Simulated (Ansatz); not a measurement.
# Settings and their price: 1T-ZrSe2/h-AlN heterobilayer (77 atoms)

The cell holds 77 atoms: 13 Zr, 26 Se, 19 Al and 19 N. Cell: a = 13.618 Å, b = 13.618 Å, c = 22.410 Å, α = 90.0°, β = 90.0°, γ = 120.0°. It derives from ZrSe2 and AlN. 13 cells of 1T-ZrSe2 (a = 3.77 Å, strained +0.19 %) and 19 cells of h-AlN (a = 3.13 Å, -0.19 %) on one hexagonal cell, twist 9.52 deg; facing planes 3.23 Å apart; 16 Å of vacuum; displaced by a Gaussian of 0.01 Å. Regions: layer 1, 39 atoms (13 Zr and 26 Se); layer 2, 38 atoms (19 Al and 19 N). Vacuum lies along c.

Geometry: as built.

Reference run: Kohn-Sham DFT, PBE+D3(BJ), PAW (set soft_2, large core), plane waves (Ansatz 0.2.0), cutoff 420 eV, k-mesh 3×3×1, fermi-dirac smearing of 0.05 eV.

- r.m.s. force component: 0.2494 eV/Å
- gap (highest filled to lowest empty level): 0.5615 eV
- SCF cycles: 12
- time: 10 s on 1 × NVIDIA H100 80GB HBM3 with 5 threads of AMD EPYC 7R13 (Zen 3), shared host

**Question.** The cell is repeated and solved at Γ. How do error, time and memory go?
- plane waves, 77 atoms (1×1×1)
- support functions, 77 atoms (1×1×1)
- plane waves, 308 atoms (2×2×1)
- support functions, 308 atoms (2×2×1)
- support functions, 693 atoms (3×3×1)
- support functions, 1232 atoms (4×4×1)

Differences are against the typed cell on a 3×3×1 mesh, which samples like Γ on 693 atoms (r.m.s. force component 0.249 eV/Å, gap 0.561 eV). Every repeated cell is solved at Γ, and forces are averaged over the copies of each atom. Hardware: 1 × NVIDIA H100 80GB HBM3 with 5 threads of AMD EPYC 7R13 (Zen 3), shared host.

```csv
atoms,repeats,basis,"Δ force, r.m.s. (meV/Å)",Δ energy (meV/atom),less plane waves of the same size (meV/atom),gap (eV),spread among copies (meV/Å),SCF cycles,time,host memory (GiB),planned on the GPU (GiB)
77,1×1×1,plane waves,18.3,3.85,-,-,-,13,4 s,1.7,5.8
77,1×1×1,support functions,18.1,2.08,-1.8,0.988,-,20,9.9 s,1.7,5.2
308,2×2×1,plane waves,0.531,0.241,-,-,0,15,16 s,3.2,42
308,2×2×1,support functions,0.581,-1.53,-1.8,0.496,0.054,19,22 s,3.4,16
693,3×3×1,support functions,0.196,-1.77,-,0.562,0.052,20,43 s,6.3,33
1232,4×4×1,support functions,0.229,-1.79,-,0.498,0.11,23,82 s,10,51
```

Repeating the cell at Γ samples more k-points: in plane waves the energy difference from the dense mesh goes from 3.85 meV/atom at 77 atoms to 0.241 at 308, and the force difference from 18 to 0.53 meV/Å. With plane waves, the time grows as the 1.0 power of the atom count between the two largest sizes, 77 and 308 atoms. The smaller run is short enough for fixed overheads to flatten this slope. With support functions, the time grows as the 1.1 power of the atom count between the two largest sizes, 693 and 1232 atoms. At equal size the support functions lie 1.8 meV/atom below plane waves, likely because their grid holds more waves than 420 eV; no run tests this. Support functions take 2.5 times the time of plane waves at 77 atoms and 1.4 times at 308, so no crossover is reached among the sizes that both ran. Each time is a single run, so ratios and crossover are rough. At the largest size the support functions' forces differ from the reference by 0.092 % of the r.m.s. force, which holds the difference of sampling between the two as well as that of the basis.

[Logs are printed without paths, hosts, clocks, repeated set-up lines and the standing remarks that a program may print on its own settings, such as how far it seeks lower states.]

[Hosts, paths, dates, database ids (printed as entryN), source tags and the programs' standing remarks are cut or masked in the printed files.]
